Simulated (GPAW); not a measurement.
# BaAg2As2: optical spectrum from first principles

Aim: the dielectric function of BaAg2As2, and the optical constants that follow from it.

Calculated with GPAW 26.7.0; DFT, LDA, plane-wave PAW (GPAW data sets), scalar-relativistic, RPA, optical limit.

This is a report of a sequence of runs, with most program output left out.

## 1. Starting point

The structure is tetragonal, space group I4/mmm (No. 139). Conventional cell: a = 4.603 Å, b = 4.603 Å, c = 10.867 Å, α = 90.00°, β = 90.00°, γ = 90.00°. Nearest to Ba lie 10 As at 3.49 to 4.18 Å and 8 Ag at 3.56 Å. Ag has 4 As at 2.72 Å and 4 Ag at 3.25 Å and 4 Ba at 3.56 Å nearest. Nearest to As lie 1 As at 2.52 Å and 4 Ag at 2.72 Å and 5 Ba at 3.49 to 4.18 Å. Farther neighbours are not listed.

Structure file:

```cif
data_structure
_symmetry_space_group_name_H-M 'I4/mmm'
_symmetry_Int_Tables_number 139
_cell_length_a 4.6025
_cell_length_b 4.6025
_cell_length_c 10.8672
_cell_angle_alpha 90.000
_cell_angle_beta 90.000
_cell_angle_gamma 90.000
_cell_volume 230.20
loop_
_atom_site_label
_atom_site_type_symbol
_atom_site_symmetry_multiplicity
_atom_site_Wyckoff_symbol
_atom_site_fract_x
_atom_site_fract_y
_atom_site_fract_z
_atom_site_occupancy
Ba1 Ba 2 a 0.00000 0.00000 0.00000 1
Ag1 Ag 4 d 0.50000 0.00000 0.25000 1
As1 As 4 e 0.50000 0.50000 0.11580 1
```

## 2. Ground state

First the ground state: is it a metal or has it a gap?

This step: DFT, LDA, plane-wave PAW (GPAW data sets), scalar-relativistic, ground state (GPAW 26.7.0).

File gs.py:

```python
from ase import Atoms
from ase.dft.bandgap import bandgap
from gpaw import GPAW, PW, FermiDirac

atoms = Atoms(['Ba', 'Ag', 'Ag', 'As', 'As'],
              cell=[[-2.301250000000, 2.301250000000, 5.433600000000],
                    [2.301250000000, -2.301250000000, 5.433600000000],
                    [2.301250000000, 2.301250000000, -5.433600000000]],
              scaled_positions=[[0.000000000000, 0.000000000000, 0.000000000000],
                                [0.250000000000, 0.750000000000, 0.500000000000],
                                [0.750000000000, 0.250000000000, 0.500000000000],
                                [0.615800000000, 0.615800000000, 0.000000000000],
                                [0.384200000000, 0.384200000000, 0.000000000000]],
              pbc=[True, True, True])
atoms.calc = GPAW(mode=PW(450), xc='LDA', kpts={'size': (7, 7, 7), 'gamma': True},
                  occupations=FermiDirac(0.05), maxiter=150, txt='gs.txt')
print('energy (eV)', atoms.get_potential_energy())
print('Fermi level (eV)', atoms.calc.get_fermi_level())
print('valence electrons', atoms.calc.get_number_of_electrons())
print('gap (eV)', bandgap(atoms.calc, output=None)[0])
print('direct gap (eV)', bandgap(atoms.calc, direct=True, output=None)[0])
atoms.calc.write('gs.gpw')
```

Command:

```
$ OMP_NUM_THREADS=1 python gs.py
```

Wall time 80 s (1 thread of Arm Neoverse V1, shared host); peak memory 0.27 GiB.

Read-outs, printed or worked out from the files:

| Quantity | Value |
| --- | --- |
| energy | -23.29 eV |
| Fermi energy | 7.931 eV |
| electrons | 54 |

There are states at the Fermi level within the smearing, so the occupations stay smeared and the carriers get a Drude term.

## 3. Bands for the response

The response needs many more empty bands than the density does.

This step: DFT, LDA, plane-wave PAW (GPAW data sets), scalar-relativistic, bands at fixed density (GPAW 26.7.0).

File nscf.py:

```python
from ase.dft.bandgap import bandgap
from gpaw import GPAW, FermiDirac

calc = GPAW('gs.gpw').fixed_density(kpts={'size': (12, 12, 12), 'gamma': True}, nbands=71, convergence={'bands': 65},
                                    occupations=FermiDirac(0.05), txt='nscf.txt')
print('gap (eV)', bandgap(calc, output=None)[0])
print('direct gap (eV)', bandgap(calc, direct=True, output=None)[0])
print('top band over the Fermi level (eV)', min(calc.get_eigenvalues(kpt=k)[64] for k in range(len(calc.get_ibz_k_points()))) - calc.get_fermi_level())
calc.write('full.gpw', mode='all')
```

Command:

```
$ OMP_NUM_THREADS=1 python nscf.py
```

Run time: 20 min. Hardware: 1 thread; peak memory 0.8 GiB.

## 4. Dielectric function, RPA

Transitions between filled and empty bands, summed over the zone, give the optical response, so mesh, band count and broadening shape it.

The induced potential is part of this response.

This step: DFT, LDA, plane-wave PAW (GPAW data sets), scalar-relativistic, RPA, optical limit (GPAW 26.7.0).

File df.py:

```python
from gpaw.response.df import DielectricFunction

df = DielectricFunction('full.gpw', frequencies={'type': 'nonlinear', 'domega0': 0.03, 'omega2': 8},
                        ecut=50,
                        eta=0.2,
                        nbands=65,
                        rate=0.05,
                        txt='df.txt')
for direction in ['x', 'z']:
    df.get_dielectric_function(xc='RPA', direction=direction, filename=f'df_{direction}.csv')
```

Command:

```
$ OMP_NUM_THREADS=1 python df.py
```

It took 3.8 min on 1 thread; peak memory 0.62 GiB.

Some rows of df_x.csv (energy; Re and Im without local fields; Re and Im with them):

```text
0.000000, 2421.129170, -0.000000, 2419.764385, -0.000000
0.555532, -5.416602, 14.386529, -6.853507, 14.241282
1.143969, 8.877465, 7.869593, 7.373372, 7.510877
1.768324, 8.994469, 9.446749, 7.549379, 8.786427
2.431988, 8.937503, 11.819301, 7.350125, 10.304190
3.138794, 5.080307, 12.492320, 4.700225, 10.303072
3.893091, 1.861610, 10.791738, 2.334044, 9.339570
4.699832, -1.109123, 9.034940, -0.452747, 8.344139
5.564682, -1.077910, 6.963199, -0.446461, 6.227761
6.494155, -1.465605, 5.327152, -0.758457, 4.995993
7.495775, -1.621260, 3.773905, -1.110035, 3.757004
8.578281, -1.523257, 2.669625, -1.193878, 2.872308
9.751884, -1.128829, 1.739526, -1.099685, 1.967812
11.028587, -0.568309, 1.214140, -0.595942, 1.325093
12.422601, 0.096778, 0.918936, -0.091251, 0.919250
13.950874, 0.416095, 0.953552, 0.217738, 0.822178
15.633783, 0.677248, 1.387251, 0.436707, 0.938360
17.496047, 0.008088, 1.545528, 0.400044, 0.884156
19.567954, -0.203332, 0.763011, 0.272910, 0.789822
```

Sum at mesh points, not converged in k. The Im ε by photon energy; read off at these points:

| photon energy (eV) | E ∥ x | E ∥ z |
| --- | --- | --- |
| 0.50 | 16.5 | 45.2 |
| 1.00 | 7.64 | 32.4 |
| 1.50 | 8.93 | 23.1 |
| 1.59 | 9.20 | 20.9 |
| 2.00 | 8.39 | 13.8 |
| 2.50 | 10.3 | 9.69 |
| 3.00 | 10.3 | 9.43 |
| 3.50 | 10.1 | 7.82 |
| 4.00 | 9.20 | 6.53 |
| 4.50 | 9.23 | 6.11 |
| 5.00 | 7.03 | 5.87 |
| 5.50 | 6.25 | 5.76 |
| 6.00 | 5.42 | 5.10 |
| 6.50 | 4.99 | 4.64 |
| 7.00 | 4.38 | 4.00 |
| 7.50 | 3.75 | 3.60 |
| 8.00 | 3.39 | 3.06 |
| 8.50 | 2.94 | 2.46 |
| 9.00 | 2.54 | 2.08 |
| 9.50 | 2.20 | 1.75 |
| 10.00 | 1.75 | 1.49 |
| 10.50 | 1.47 | 1.38 |
| 11.00 | 1.33 | 1.23 |
| 11.50 | 1.09 | 1.07 |
| 12.00 | 0.958 | 0.936 |
| 12.50 | 0.918 | 0.952 |
| 13.00 | 0.880 | 0.852 |
| 13.50 | 0.879 | 0.819 |
| 14.00 | 0.821 | 0.783 |
| 14.50 | 0.841 | 0.841 |
| 15.00 | 0.844 | 0.859 |
| 15.50 | 0.916 | 0.864 |
| 16.00 | 0.949 | 0.822 |
| 16.50 | 0.893 | 0.791 |
| 17.00 | 0.853 | 0.748 |
| 17.50 | 0.884 | 0.793 |
| 18.00 | 0.864 | 0.790 |
| 18.50 | 0.866 | 0.747 |
| 19.00 | 0.869 | 0.777 |
| 19.50 | 0.796 | 0.787 |
| 20.00 | 0.721 | 0.725 |

Values under 1 per cm are given as 1; sum at mesh points, not converged in k. The absorption coefficient by photon energy:

| photon energy (eV) | E ∥ x (1/cm) | E ∥ z (1/cm) |
| --- | --- | --- |
| 0.492 | 2.0e5 | 2.9e5 |
| 1.010 | 1.4e5 | 4.2e5 |
| 1.486 | 2.1e5 | 5.8e5 |
| 1.985 | 2.7e5 | 6.2e5 |
| 2.508 | 4.3e5 | 6.0e5 |
| 3.018 | 5.4e5 | 6.9e5 |
| 3.510 | 6.8e5 | 7.7e5 |
| 3.980 | 7.7e5 | 7.6e5 |
| 4.516 | 9.7e5 | 8.3e5 |
| 4.981 | 1.0e6 | 8.8e5 |
| 5.515 | 1.0e6 | 9.8e5 |
| 6.021 | 1.1e6 | 1.1e6 |
| 6.494 | 1.1e6 | 1.2e6 |
| 6.985 | 1.2e6 | 1.2e6 |
| 7.496 | 1.2e6 | 1.2e6 |
| 8.026 | 1.3e6 | 1.3e6 |
| 8.516 | 1.3e6 | 1.3e6 |
| 9.023 | 1.3e6 | 1.2e6 |
| 9.483 | 1.3e6 | 1.2e6 |
| 10.026 | 1.2e6 | 1.1e6 |
| 10.519 | 1.2e6 | 1.1e6 |
| 11.029 | 1.1e6 | 1.1e6 |
| 11.479 | 1.1e6 | 1.0e6 |
| 12.023 | 9.5e5 | 9.2e5 |
| 12.504 | 8.9e5 | 9.2e5 |
| 13.000 | 8.6e5 | 8.7e5 |
| 13.512 | 8.4e5 | 8.2e5 |
| 14.040 | 7.9e5 | 7.7e5 |
| 14.493 | 7.9e5 | 8.1e5 |
| 14.960 | 7.9e5 | 8.2e5 |
| 15.536 | 8.5e5 | 8.7e5 |
| 16.031 | 9.2e5 | 8.6e5 |
| 16.541 | 9.2e5 | 8.6e5 |
| 16.959 | 9.0e5 | 8.3e5 |
| 17.496 | 9.5e5 | 8.7e5 |
| 18.049 | 9.7e5 | 9.1e5 |
| 18.504 | 1.0e6 | 9.0e5 |
| 18.969 | 1.1e6 | 9.3e5 |
| 19.447 | 1.1e6 | 1.0e6 |
| 20.061 | 1.0e6 | 1.0e6 |

Sum at mesh points, not converged in k. Reflectivity at normal incidence against photon energy; read off at these points:

| photon energy (eV) | E ∥ x (%) | E ∥ z (%) |
| --- | --- | --- |
| 0.50 | 65.7 | 72.8 |
| 1.00 | 31.3 | 62.1 |
| 1.50 | 34.9 | 60.8 |
| 2.00 | 33.5 | 54.8 |
| 2.50 | 36.7 | 45.2 |
| 3.00 | 36.8 | 42.7 |
| 3.50 | 37.4 | 42.3 |
| 4.00 | 36.7 | 36.7 |
| 4.50 | 40.1 | 35.8 |
| 4.65 | 40.4 | 34.7 |
| 5.00 | 38.5 | 34.4 |
| 5.50 | 35.8 | 34.7 |
| 6.00 | 36.3 | 36.3 |
| 6.50 | 34.8 | 38.1 |
| 7.00 | 36.2 | 36.9 |
| 7.50 | 34.9 | 37.1 |
| 8.00 | 35.6 | 39.3 |
| 8.50 | 35.2 | 38.7 |
| 9.00 | 34.5 | 37.9 |
| 9.50 | 35.8 | 36.7 |
| 10.00 | 36.1 | 34.2 |
| 10.50 | 32.9 | 30.2 |
| 11.00 | 30.4 | 29.7 |
| 11.50 | 29.6 | 28.7 |
| 12.00 | 24.1 | 22.4 |
| 12.50 | 19.1 | 19.5 |
| 13.00 | 16.3 | 18.0 |
| 13.50 | 13.7 | 14.2 |
| 14.00 | 11.5 | 11.6 |
| 14.50 | 9.57 | 10.4 |
| 15.00 | 8.61 | 9.67 |
| 15.50 | 8.24 | 10.2 |
| 16.00 | 9.30 | 9.67 |
| 16.50 | 9.55 | 9.30 |
| 17.00 | 8.48 | 8.30 |
| 17.50 | 8.69 | 7.79 |
| 18.00 | 8.84 | 8.27 |
| 18.50 | 8.89 | 8.41 |
| 19.00 | 9.87 | 8.00 |
| 19.50 | 10.4 | 9.11 |
| 20.00 | 10.6 | 10.3 |

The loss function −Im 1/ε at q → 0 has structure finer than the step of the table below, so its rows give means over 1 eV, whole bins alone (the curve runs from 0.305 to 20.2 eV). Peaks (eV: height): E ∥ x 13.8: 1.15; E ∥ z 13.3: 1.23.

Sum at mesh points, not converged in k. Table of loss function −Im 1/ε at q → 0 by energy loss; means over each step:

| energy loss (eV) | E ∥ x | E ∥ z |
| --- | --- | --- |
| 1 | 0.0758 | 0.0310 |
| 2 | 0.0626 | 0.0685 |
| 3 | 0.0780 | 0.109 |
| 4 | 0.0998 | 0.150 |
| 5 | 0.139 | 0.173 |
| 6 | 0.178 | 0.184 |
| 7 | 0.215 | 0.224 |
| 8 | 0.265 | 0.265 |
| 9 | 0.329 | 0.358 |
| 10 | 0.436 | 0.515 |
| 11 | 0.632 | 0.684 |
| 12 | 0.958 | 0.983 |
| 13 | 1.12 | 1.15 |
| 14 | 1.11 | 1.15 |
| 15 | 0.966 | 1.03 |
| 16 | 0.910 | 1.06 |
| 17 | 0.958 | 1.05 |
| 18 | 0.962 | 1.03 |
| 19 | 1.03 | 1.04 |

Sum at mesh points, not converged in k. Table of Im ε, E ∥ x by photon energy; read off at these points:

| photon energy (eV) | without local fields | with local fields |
| --- | --- | --- |
| 1 | 7.92 | 7.64 |
| 2 | 9.15 | 8.39 |
| 3 | 12.6 | 10.3 |
| 4 | 10.6 | 9.20 |
| 5 | 7.70 | 7.03 |
| 6 | 5.87 | 5.42 |
| 7 | 4.48 | 4.38 |
| 8 | 3.26 | 3.39 |
| 9 | 2.32 | 2.54 |
| 10 | 1.57 | 1.75 |
| 11 | 1.23 | 1.33 |
| 12 | 0.909 | 0.958 |
| 13 | 0.915 | 0.880 |
| 14 | 0.950 | 0.821 |
| 15 | 1.12 | 0.844 |
| 16 | 1.47 | 0.949 |
| 17 | 1.64 | 0.853 |
| 18 | 1.39 | 0.864 |
| 19 | 0.899 | 0.869 |
| 20 | 0.643 | 0.721 |

From ε follow the optical constants at some laser and lamp lines:

| wavelength (nm) | n x | k x | R (%) x | 1/α x | n z | k z | R (%) z | 1/α z |
| --- | --- | --- | --- | --- | --- | --- | --- | --- |
| 1550 | 2.33 | 1.851 | 35.8 | 67 nm | 3.93 | 4.407 | 64.0 | 28 nm |
| 800 | 3.24 | 1.411 | 35.1 | 45 nm | 2.89 | 3.799 | 60.9 | 17 nm |
| 633 | 3.10 | 1.350 | 33.5 | 37 nm | 2.29 | 3.090 | 55.0 | 16 nm |
| 450 | 2.94 | 1.641 | 35.5 | 22 nm | 2.07 | 2.264 | 43.1 | 16 nm |
| 405 | 2.89 | 1.797 | 37.1 | 18 nm | 2.06 | 2.268 | 43.2 | 14 nm |
| 308 | 2.42 | 1.899 | 36.8 | 13 nm | 1.75 | 1.868 | 36.7 | 13 nm |
| 193 | 1.47 | 1.702 | 34.6 | 9.0 nm | 1.35 | 1.784 | 38.0 | 8.6 nm |

In reflection the computed colour is light grey: x = 0.322, y = 0.338, luminous reflectivity 43 %.

## 5. Outcome

**Reading.** At this level (LDA, RPA) BaAg2As2 is a metal. The mesh is too coarse to trust the carriers' weight, the reflectivity or the colour to better than tens of per cent. In reflection the computed colour is light grey: x = 0.322, y = 0.338, luminous reflectivity 43 %. The carriers' damping of 0.05 eV is typed, not computed; it shapes the response at the lowest energies. Spin-orbit coupling is left out although heavy atoms are present. The curves end at 20 eV, about where the summed bands run out. In this version of GPAW the matrix elements of the optical limit are incomplete, which can lower ε − 1 by up to a tenth where first-row anions or d states rule, and shift it by more in d metals. GPAW's carrier term has the form −ωp²/(ω + i·rate)², which damps like twice the rate and fails at low energy, so the curves leave the lowest energies out. The sum runs over mesh points 0.16 Å⁻¹ apart with no interpolation, so peaks are partly noise of the mesh, and the Drude plasma energy, a sum over the Fermi surface, isn't converged.

[Machine, clock and banner lines and Python warnings are left out of the logs.]

[Logs are printed without paths, hosts, clocks, repeated set-up lines and the standing remarks that a program may print on its own settings, such as how far it seeks lower states.]

[Hosts, paths, dates, database ids (printed as entryN), source tags and the programs' standing remarks are cut or masked in the printed files.]
